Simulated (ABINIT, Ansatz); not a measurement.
**Tellurium (P3_121, 3 atoms a cell): G0W0 with ABINIT, start to end**

Aim: the G0W0 gap of Tellurium (P3_121, 3 atoms a cell) on PBE, step by step.

Method: PBE and many-body steps on it, plane waves, in ABINIT 10.8.3.

The database entry behind the starting cell differs from later determinations by our own check (inner coordinate of an old entry), so it need not match the best structure at ambient conditions.

### 1. The structure

It takes space group P3_121 (No. 152, trigonal). The conventional cell has a = 4.454 Å, b = 4.454 Å, c = 5.924 Å, α = 90.00°, β = 90.00°, γ = 120.00°. Te has 2 Te at 2.86 Å nearest.

The cell and positions come from the Crystallography Open Database and are kept as given unless a step says otherwise. Spin-orbit coupling is left out unless a step names it.

### 2. Ground state

This step: ABINIT 10.8.3; DFT, PBE, plane waves, norm-conserving pseudopotentials.

The ground-state density comes first.

run.abi

```
acell 3*1.0 Angstrom
rprim 
  4.454000000025 -0.000000000006 0.000000000000
  -2.227000000008 3.857277148481 0.000000000000
  0.000000000000 0.000000000000 5.924000000000
ntypat 1
znucl 52
natom 3
typat 1 1 1
xred 
  0.269000000000 0.000000000000 0.333333333333
  0.000000000000 0.269000000000 0.666666666667
  0.731000000000 0.731000000000 -0.000000000000
pp_dirpath "pseudos"
pseudos "Te.upf"
ecut 39
ngkpt 3 3 4
nshiftk 1
shiftk 0 0 0
kptopt 1
chksymbreak 0
nband 41
occopt 1
tolvrs 1e-08
nstep 60
prtwf 0
optforces 0
optstress 0
indata_prefix "in"
outdata_prefix "out"
tmpdata_prefix "tmp"
```

Launch:

```bash
OMP_NUM_THREADS=1 mpirun -n 4 abinit run.abi > log
```

Numbers of over 12 decimals in the logs are rounded to 6 here.

The program printed:

```text
.Version 10.8.3 of ABINIT. v10.8.2 released Aug 2026.

 Symmetries : space group P3_1 2 1 (#152); Bravais hP (primitive hexag.)
================================================================================
 Values of the parameters that define the memory need of the present run
     intxc =       0    ionmov =       0      iscf =       7    lmnmax =       8
     lnmax =       8     mgfft =      64  mpssoang =       4    mqgrid =    3148
     natom =       3  nloc_mem =       1    nspden =       1   nspinor =       1
    nsppol =       1      nsym =       6    n1xccc =    2501    ntypat =       1
    occopt =       1   xclevel =       2
-    mband =          41        mffmem =           1         mkmem =           3
       mpw =        8010          nfft =      147456          nkpt =          10
================================================================================
  Rough estimation (10% accuracy) of disk space for files :
================================================================================

--------------------------------------------------------------------------------
------------- Echo of variables that govern the present computation ------------
--------------------------------------------------------------------------------
 -outvars: echo values of preprocessed input variables --------
            acell      1.8897261259E+00  1.8897261259E+00  1.8897261259E+00 Bohr

      chksymbreak           0
             ecut      3.90000000E+01 Hartree
-          fftalg         312

              ixc     -101130
              kpt      0.00000000E+00  0.00000000E+00  0.00000000E+00
                       3.33333333E-01  0.00000000E+00  0.00000000E+00
                       3.33333333E-01  3.33333333E-01  0.00000000E+00
                       0.00000000E+00  0.00000000E+00  2.50000000E-01
                       3.33333333E-01  0.00000000E+00  2.50000000E-01
                      -3.33333333E-01  0.00000000E+00  2.50000000E-01
                       3.33333333E-01  3.33333333E-01  2.50000000E-01
                       0.00000000E+00  0.00000000E+00  5.00000000E-01
                       3.33333333E-01  0.00000000E+00  5.00000000E-01
                       3.33333333E-01  3.33333333E-01  5.00000000E-01
         kptrlatt        3    0    0      0    3    0      0    0    4
          kptrlen      2.52505205E+01
P           mkmem           3
            natom           3
            nband          41
            ngfft          48      48      64
             nkpt          10
            nstep          60
             nsym           6
           ntypat           1
              occ      2.000000  2.000000  2.000000  2.000000  2.000000  2.000000
                       2.000000  2.000000  2.000000  2.000000  2.000000  2.000000
                       2.000000  2.000000  2.000000  2.000000  2.000000  2.000000
                       2.000000  2.000000  2.000000  2.000000  2.000000  2.000000
                       2.000000  2.000000  2.000000  2.000000  2.000000  2.000000
                       2.000000  2.000000  2.000000  2.000000  2.000000  2.000000
                       0.000000  0.000000  0.000000  0.000000  0.000000
        optforces           0
        optstress           0
            prtwf           0
            rprim      4.4540000000E+00 -6.0000000000E-12  0.0000000000E+00
                      -2.2270000000E+00  3.8572771485E+00  0.0000000000E+00
[...]
spgroup         152

           tolvrs      1.00000000E-08

             xred      2.6900000000E-01  1.8503717077E-17  3.3333333333E-01
[...]
znucl       52.00000

================================================================================

 chkinp: Checking input parameters for consistency.

================================================================================
== DATASET  1 ==================================================================
-   mpi_nproc: 4, omp_nthreads: 1 (-1 if OMP is not activated)

--- !DatasetInfo
iteration_state: {dtset: 1, }
dimensions: {natom: 3, nkpt: 10, mband: 41, nsppol: 1, nspinor: 1, nspden: 1, mpw: 8010, }
cutoff_energies: {ecut:  39.0, pawecutdg:  -1.0, }
electrons: {nelect:   7.20000000E+01, charge:   0.00000000E+00, occopt:   1.00000000E+00, tsmear:   1.00000000E-02, }

 Real(R)+Recip(G) space primitive vectors, cartesian coordinates (Bohr,Bohr^-1):
 R(1)=  8.4168402  0.0000000  0.0000000  G(1)=  0.1188094  0.0685947  0.0000000
 R(2)= -4.2084201  7.2891974  0.0000000  G(2)=  0.0000000  0.1371893  0.0000000
 R(3)=  0.0000000  0.0000000 11.1947376  G(3)=  0.0000000  0.0000000  0.0893277
 Unit cell volume ucvol=  6.8681965E+02 bohr^3
 Angles (23,13,12)=  9.00000000E+01  9.00000000E+01  1.20000000E+02 degrees

 getcut: wavevector=  0.0000  0.0000  0.0000  ngfft=  48  48  64
         ecut(hartree)=     39.000   => boxcut(ratio)=   2.02859

--- Pseudopotential description ------------------------------------------------
- Te Generated using ONCVPSP code by D. R. Hamann
- 52.00000  24.00000  220131                  znucl, zion, pspdat
12 -101130 3 -1 1294                          pspcod,pspxc,lmax,lloc,mmax
     nproj     2     2     2     2
  pspatm : epsatm=   28.89495404
         --- l  ekb(1:nproj) -->
[...]
pspatm: atomic psp has been read  and splines computed

   6.24131007E+03                                ecore*ucvol(ha*bohr**3)
--------------------------------------------------------------------------------

_setup2: Arith. and geom. avg. npw (full set) are    7987.639    7987.626

================================================================================

--- !BeginCycle
iteration_state: {dtset: 1, }
solver: {iscf: 7, nstep: 60, nline: 4, wfoptalg: 0, }
tolerances: {tolvrs: 1.00E-08, }

     iter   Etot(hartree)      deltaE(h)  residm     vres2
 ETOT  1  -839.08343190694    -8.391E+02 9.747E-01 1.712E+01
 ETOT  2  -841.45445478324    -2.371E+00 1.937E-02 7.743E+00
 ETOT  3  -841.45650271447    -2.048E-03 1.751E-03 2.356E+00
 ETOT  4  -841.45664000663    -1.373E-04 3.909E-04 5.896E-01
 ETOT  5  -841.45678481902    -1.448E-04 3.060E-05 4.314E-03
 ETOT  6  -841.45678500668    -1.877E-07 1.090E-05 6.003E-04
 ETOT  7  -841.45678508897    -8.229E-08 1.102E-06 1.361E-05
 ETOT  8  -841.45678509048    -1.506E-09 5.180E-07 1.320E-06
 ETOT  9  -841.45678509072    -2.364E-10 6.215E-08 1.394E-07
 ETOT 10  -841.45678509072    -3.524E-12 3.190E-08 5.746E-10

 At SCF step   10       vres2   =  5.75E-10 < tolvrs=  1.00E-08 =>converged.

--- !ResultsGS
iteration_state: {dtset: 1, }
comment   : Summary of ground state results
lattice_vectors:
- [  8.4168402,  -0.0000000,   0.0000000, ]
- [ -4.2084201,   7.2891974,   0.0000000, ]
- [  0.0000000,   0.0000000,  11.1947376, ]
lattice_lengths: [   8.41684,    8.41684,   11.19474, ]
lattice_angles: [ 90.000,  90.000, 120.000, ] # degrees, (23, 13, 12)
lattice_volume:   6.8681965E+02
convergence: {deltae: -3.524E-12, res2:  5.746E-10, residm:  3.190E-08, diffor:  0.000E+00, }
etotal    :  -8.41456785E+02
entropy   :   0.00000000E+00
fermie    :   2.51304514E-01
cartesian_stress_tensor: null
pressure_GPa: null
xred      :
- [  2.6900E-01,   1.8504E-17,   3.3333E-01, Te]
- [ -4.5416E-18,   2.6900E-01,   6.6667E-01, Te]
- [  7.3100E-01,   7.3100E-01,   9.2519E-18, Te]
cartesian_forces: null
force_length_stats: {min: null, max: null, mean: null, }

 Integrated electronic density in atomic spheres:
 ------------------------------------------------
 Atom  Sphere_radius  Integrated_density
[...]
2        2.00000         19.88490079
    3        2.00000         19.90733743
================================================================================

 ----iterations are completed or convergence reached----

 Mean square residual over all n,k,spin=   10.251E-11; max=  31.895E-09
 reduced coordinates (array xred) for    3 atoms
       0.269000000000      0.000000000000      0.333333333333
      -0.000000000000      0.269000000000      0.666666666667
       0.731000000000      0.731000000000      0.000000000000
 rms dE/dt=  0.0000E+00; max dE/dt=  0.0000E+00; dE/dt below (all hartree)
    1       0.000000000000      0.000000000000      0.000000000000
    2       0.000000000000      0.000000000000      0.000000000000
    3       0.000000000000      0.000000000000      0.000000000000

 cartesian coordinates (angstrom) at end:
    1      1.198126    -1.61e-12     1.974667
    2     -0.599063     1.037608     3.949333
    3      1.627937     2.819670     0.000000
 length scales=  1.889726125908  1.889726125908  1.889726125908 bohr
              =  1.000000000000  1.000000000000  1.000000000000 angstroms
 prteigrs : about to open file out_EIG
 Fermi (or HOMO) energy (hartree) =   0.25130   Average Vxc (hartree)=  -0.35721
 Eigenvalues (hartree) for nkpt=  10  k points:
 kpt#   1, nband= 41, wtk=  0.02778, kpt=  0.0000  0.0000  0.0000 (reduced coord)
  -5.63044   -5.63044   -5.63044   -3.79578   -3.79578   -3.79569   -3.79476   -3.79470
  -3.79470   -3.78907   -3.78907   -3.78906   -1.12317   -1.12317   -1.12142   -1.12138
  -1.12138   -1.11863   -1.11651   -1.11641   -1.11641   -1.11560   -1.11536   -1.11536
  -1.11467   -1.11365   -1.11365   -0.24880   -0.12766   -0.12766    0.13905    0.15038
   0.15038    0.18985    0.18985    0.22019    0.28870    0.28870    0.31049    0.43568
   0.43568
 prteigrs : prtvol=0 or 1, do not print more k-points.

--- !EnergyTerms
iteration_state     : {dtset: 1, }
comment             : Components of total free energy in Hartree
kinetic             :  2.83680428112673E+02
hartree             :  2.98008347443389E+02
xc                  : -1.08425684415093E+02
Ewald energy        : -3.96916999249850E+02
psp_core            :  9.08726201339740E+00
local_psp           : -8.84224890416060E+02
non_local_psp       : -4.26652485791754E+01
total_energy        : -8.41456785090719E+02
total_energy_eV     : -2.28972055884050E+04
band_energy         : -1.34797608331638E+02

== END DATASET(S) ==============================================================
================================================================================

 -outvars: echo values of variables after computation  --------
           etotal     -8.4145678509E+02
            nband          41
             nkpt          10
          spgroup         152
 [... the other variables as echoed above ...]

 Calculation completed.
```

Elapsed: 43 s, on 4 MPI ranks of Intel Xeon Platinum 8488C (Sapphire Rapids), shared host; peak memory 0.45 GiB.

This step gave:

```yaml
total_energy: -22897.2056 eV
gap: 0.1888 eV
k_of_the_valence_top: 0.3333, 0.3333, 0.5
k_of_the_conduction_bottom: 0.3333, 0.3333, 0.5
least_direct_gap: 0.1888 eV
```

The gap is direct, at (0.333, 0.333, 0.500).

### 3. Bands along the symmetry lines

The cheap functional maps the bands first; the places of the edges decide which points the dearer methods must see.

run.abi

```
acell 3*1.0 Angstrom
rprim 
  4.454000000025 -0.000000000006 0.000000000000
  -2.227000000008 3.857277148481 0.000000000000
  0.000000000000 0.000000000000 5.924000000000
ntypat 1
znucl 52
natom 3
typat 1 1 1
xred 
  0.269000000000 0.000000000000 0.333333333333
  0.000000000000 0.269000000000 0.666666666667
  0.731000000000 0.731000000000 -0.000000000000
pp_dirpath "pseudos"
pseudos "Te.upf"
ecut 39
iscf -2
irdden 1
kptopt 0
nkpt 39
kpt 
  0.00000000 0.00000000 0.00000000
  0.12500000 0.00000000 0.00000000
  0.25000000 0.00000000 0.00000000
  0.37500000 0.00000000 0.00000000
  0.50000000 0.00000000 0.00000000
  0.45833333 0.08333333 0.00000000
  0.41666666 0.16666666 0.00000000
  0.37500000 0.25000000 0.00000000
  0.33333333 0.33333333 0.00000000
  0.25000000 0.25000000 0.00000000
  0.16666666 0.16666666 0.00000000
  0.08333333 0.08333333 0.00000000
  0.00000000 0.00000000 0.00000000
  0.00000000 0.00000000 0.12500000
  0.00000000 0.00000000 0.25000000
  0.00000000 0.00000000 0.37500000
  0.00000000 0.00000000 0.50000000
  0.12500000 0.00000000 0.50000000
  0.25000000 0.00000000 0.50000000
  0.37500000 0.00000000 0.50000000
  0.50000000 0.00000000 0.50000000
  0.45833333 0.08333333 0.50000000
  0.41666666 0.16666666 0.50000000
  0.37500000 0.25000000 0.50000000
  0.33333333 0.33333333 0.50000000
  0.25000000 0.25000000 0.50000000
  0.16666666 0.16666666 0.50000000
  0.08333333 0.08333333 0.50000000
  0.00000000 0.00000000 0.50000000
  0.50000000 0.00000000 0.50000000
  0.50000000 0.00000000 0.37500000
  0.50000000 0.00000000 0.25000000
  0.50000000 0.00000000 0.12500000
  0.50000000 0.00000000 0.00000000
  0.33333333 0.33333333 0.50000000
  0.33333333 0.33333333 0.37500000
  0.33333333 0.33333333 0.25000000
  0.33333333 0.33333333 0.12500000
  0.33333333 0.33333333 0.00000000
istwfk *1
nband 43
nbdbuf 2
tolwfr 1e-08
nstep 40
prtwf 0
prtvol 0
indata_prefix "in"
outdata_prefix "out"
tmpdata_prefix "tmp"
```

The program printed:

```text
.Version 10.8.3 of ABINIT. v10.8.2 released Aug 2026.

 Symmetries : space group P3_1 2 1 (#152); Bravais hP (primitive hexag.)
[... echo of the input left out ...]
== DATASET  1 ==================================================================
-   mpi_nproc: 4, omp_nthreads: 1 (-1 if OMP is not activated)

--- !DatasetInfo
iteration_state: {dtset: 1, }
dimensions: {natom: 3, nkpt: 39, mband: 43, nsppol: 1, nspinor: 1, nspden: 1, mpw: 8030, }
cutoff_energies: {ecut:  39.0, pawecutdg:  -1.0, }
electrons: {nelect:   7.20000000E+01, charge:   0.00000000E+00, occopt:   1.00000000E+00, tsmear:   1.00000000E-02, }

 Real(R)+Recip(G) space primitive vectors, cartesian coordinates (Bohr,Bohr^-1):
 R(1)=  8.4168402  0.0000000  0.0000000  G(1)=  0.1188094  0.0685947  0.0000000
 R(2)= -4.2084201  7.2891974  0.0000000  G(2)=  0.0000000  0.1371893  0.0000000
 R(3)=  0.0000000  0.0000000 11.1947376  G(3)=  0.0000000  0.0000000  0.0893277
 Unit cell volume ucvol=  6.8681965E+02 bohr^3
 Angles (23,13,12)=  9.00000000E+01  9.00000000E+01  1.20000000E+02 degrees

 getcut: wavevector=  0.0000  0.0000  0.0000  ngfft=  48  48  64
         ecut(hartree)=     39.000   => boxcut(ratio)=   2.02859

--- Pseudopotential description ------------------------------------------------
- Te Generated using ONCVPSP code by D. R. Hamann
- 52.00000  24.00000  220131                  znucl, zion, pspdat
12 -101130 3 -1 1294                          pspcod,pspxc,lmax,lloc,mmax
     nproj     2     2     2     2
  pspatm : epsatm=   28.89495404
         --- l  ekb(1:nproj) -->
             0    9.158100   -0.350391
             1    3.254928   -0.666646
             2   -3.247931   -0.911641
[...]
pspatm: atomic psp has been read  and splines computed

--------------------------------------------------------------------------------

================================================================================
 prteigrs : about to open file out_EIG
 Non-SCF case, kpt    1 (  0.00000  0.00000  0.00000), residuals and eigenvalues=
  5.79E-09  9.92E-09  4.90E-09  6.29E-09  2.38E-09  3.12E-09  3.15E-09  6.17E-09
  4.66E-09  5.50E-09  3.32E-09  6.87E-09  4.44E-09  2.71E-09  4.46E-09  4.50E-09
  7.04E-09  6.72E-09  9.37E-09  3.66E-09  2.82E-09  6.25E-09  3.91E-09  4.26E-09
[...]
-5.6304E+00 -5.6304E+00 -5.6304E+00 -3.7958E+00 -3.7958E+00 -3.7957E+00
 -3.7948E+00 -3.7947E+00 -3.7947E+00 -3.7891E+00 -3.7891E+00 -3.7891E+00
 -1.1232E+00 -1.1232E+00 -1.1214E+00 -1.1214E+00 -1.1214E+00 -1.1186E+00
[...]
4.8490E-01
 Non-SCF case, kpt    2 (  0.12500  0.00000  0.00000), residuals and eigenvalues=
[...]
4.8910E-01
 Non-SCF case, kpt    3 (  0.25000  0.00000  0.00000), residuals and eigenvalues=
[...]
5.1855E-01
[...]
Non-SCF case, kpt   38 (  0.33333  0.33333  0.12500), residuals and eigenvalues=
[...]
5.7839E-01
 Non-SCF case, kpt   39 (  0.33333  0.33333  0.00000), residuals and eigenvalues=
[...]
8.6932E-02  8.6932E-02  1.3842E-01  1.3842E-01  1.4330E-01  1.5207E-01
  3.5690E-01  3.5690E-01  3.6765E-01  4.3093E-01  4.6661E-01  4.6661E-01
  5.7046E-01

--- !ResultsGS
iteration_state: {dtset: 1, }
comment   : Summary of ground state results
lattice_vectors:
- [  8.4168402,  -0.0000000,   0.0000000, ]
- [ -4.2084201,   7.2891974,   0.0000000, ]
- [  0.0000000,   0.0000000,  11.1947376, ]
lattice_lengths: [   8.41684,    8.41684,   11.19474, ]
lattice_angles: [ 90.000,  90.000, 120.000, ] # degrees, (23, 13, 12)
lattice_volume:   6.8681965E+02
convergence: {deltae:  0.000E+00, res2:  0.000E+00, residm:  9.980E-09, diffor:  0.000E+00, }
etotal    :  -8.41456785E+02
entropy   :   0.00000000E+00
fermie    :   2.51304514E-01
cartesian_stress_tensor: null
pressure_GPa: null
xred      :
- [  2.6900E-01,   1.8504E-17,   3.3333E-01, Te]
- [ -4.5416E-18,   2.6900E-01,   6.6667E-01, Te]
- [  7.3100E-01,   7.3100E-01,   9.2519E-18, Te]
cartesian_forces: null
force_length_stats: {min: null, max: null, mean: null, }

 Integrated electronic density in atomic spheres:
 ------------------------------------------------
 Atom  Sphere_radius  Integrated_density
[...]
================================================================================

 ----iterations are completed or convergence reached----

 Mean square residual over all n,k,spin=   47.280E-10; max=  99.797E-10
 reduced coordinates (array xred) for    3 atoms
[...]
cartesian coordinates (angstrom) at end:
    1      1.198126    -1.61e-12     1.974667
    2     -0.599063     1.037608     3.949333
    3      1.627937     2.819670     0.000000
 length scales=  1.889726125908  1.889726125908  1.889726125908 bohr
              =  1.000000000000  1.000000000000  1.000000000000 angstroms
 prteigrs : about to open file out_EIG
 Eigenvalues (hartree) for nkpt=  39  k points:
 kpt#   1, nband= 43, wtk=  1.00000, kpt=  0.0000  0.0000  0.0000 (reduced coord)
[...]
kpt#   2, nband= 43, wtk=  1.00000, kpt=  0.1250  0.0000  0.0000 (reduced coord)
[...]
kpt#   3, nband= 43, wtk=  1.00000, kpt=  0.2500  0.0000  0.0000 (reduced coord)
[...]
kpt#  38, nband= 43, wtk=  1.00000, kpt=  0.3333  0.3333  0.1250 (reduced coord)
[...]
0.46005    0.47153    0.57839
 kpt#  39, nband= 43, wtk=  1.00000, kpt=  0.3333  0.3333  0.0000 (reduced coord)
[...]
-1.11514   -1.11342   -1.11342   -0.20323   -0.14123   -0.14123    0.08693    0.08693
   0.13842    0.13842    0.14330    0.15207    0.35690    0.35690    0.36765    0.43093
   0.46661    0.46661    0.57046

== END DATASET(S) ==============================================================
================================================================================

 -outvars: echo values of variables after computation  --------
            nband          43
             nkpt          39
          spgroup         152
 [... the other variables as echoed above ...]

 Calculation completed.
```

Run time: 67 s. Hardware: 4 MPI ranks; peak memory 0.53 GiB.

This step gave:

```yaml
gap: 0.1888 eV
k_of_the_valence_top: 0.3333, 0.3333, 0.5
k_of_the_conduction_bottom: 0.3333, 0.3333, 0.5
least_direct_gap: 0.1888 eV
```

The gap is 0.189 eV, as in the run before at this level.

Electronic bands along the path, in eV, zero at the top of the highest filled band:

```tsv
point	band 33	band 34	band 35	band 36	band 37	band 38	band 39	band 40
Γ	-2.75	-1.67	-1.67	-0.85	1.02	1.02	1.61	5.02
halfway	-3.38	-1.54	-0.98	-0.81	0.85	1.07	1.90	3.82
M	-3.59	-3.51	-1.02	-0.81	0.85	0.91	2.96	3.73
halfway	-3.44	-3.37	-1.92	-1.88	1.78	2.10	3.52	3.76
K	-3.07	-3.07	-2.94	-2.70	2.87	2.87	3.17	4.89
halfway	-3.01	-1.86	-1.36	-1.34	1.52	1.56	1.88	4.26
Γ	-2.75	-1.67	-1.67	-0.85	1.02	1.02	1.61	5.02
halfway	-2.51	-1.49	-1.45	-0.87	0.68	0.73	1.09	4.42
A	-2.66	-1.32	-1.02	-1.02	0.48	0.50	0.50	4.05
halfway	-3.12	-2.06	-1.90	-1.37	1.30	1.84	2.20	4.47
L	-3.63	-2.45	-2.12	-0.20	0.75	1.96	2.56	4.58
halfway	-4.37	-1.43	-1.32	-0.11	0.73	1.59	2.04	4.95
H	-5.01	-0.96	0.00	0.00	0.19	1.33	1.33	5.94
halfway	-3.70	-1.96	-1.68	-0.76	0.76	2.13	2.27	4.64
A	-2.66	-1.32	-1.02	-1.02	0.48	0.50	0.50	4.05
jump to L	-3.63	-2.45	-2.12	-0.20	0.75	1.96	2.56	4.58
halfway	-3.59	-2.07	-1.72	-1.44	1.21	1.91	2.64	3.72
M	-3.59	-3.51	-1.02	-0.81	0.85	0.91	2.96	3.73
jump to H	-5.01	-0.96	0.00	0.00	0.19	1.33	1.33	5.94
halfway	-4.20	-2.50	-1.53	-1.12	1.80	2.36	2.44	5.35
K	-3.07	-3.07	-2.94	-2.70	2.87	2.87	3.17	4.89
```

(Part 1 of 2 ends here.)

[Paths, hosts, dates, memory and timing lines, banners, echoed tables and standing remarks are left out of the program output.]

[Logs are printed without paths, hosts, clocks, repeated set-up lines and the standing remarks that a program may print on its own settings, such as how far it seeks lower states.]

[Runs of the session that timed out or met a known fault of the program may be left out.]

[Hosts, paths, dates, database ids (printed as entryN), source tags and the programs' standing remarks are cut or masked in the printed files.]

[G0W0 gaps are taken among the corrected bands and points alone; a level outside them can change the order at an edge.]

[Where Ansatz stands beside ABINIT at settings called matched, ABINIT's density can come from a denser mesh and the files from another edition; pairs whose starting gaps differed by over 0.03 eV were left out, so agreement reads better than it is.]
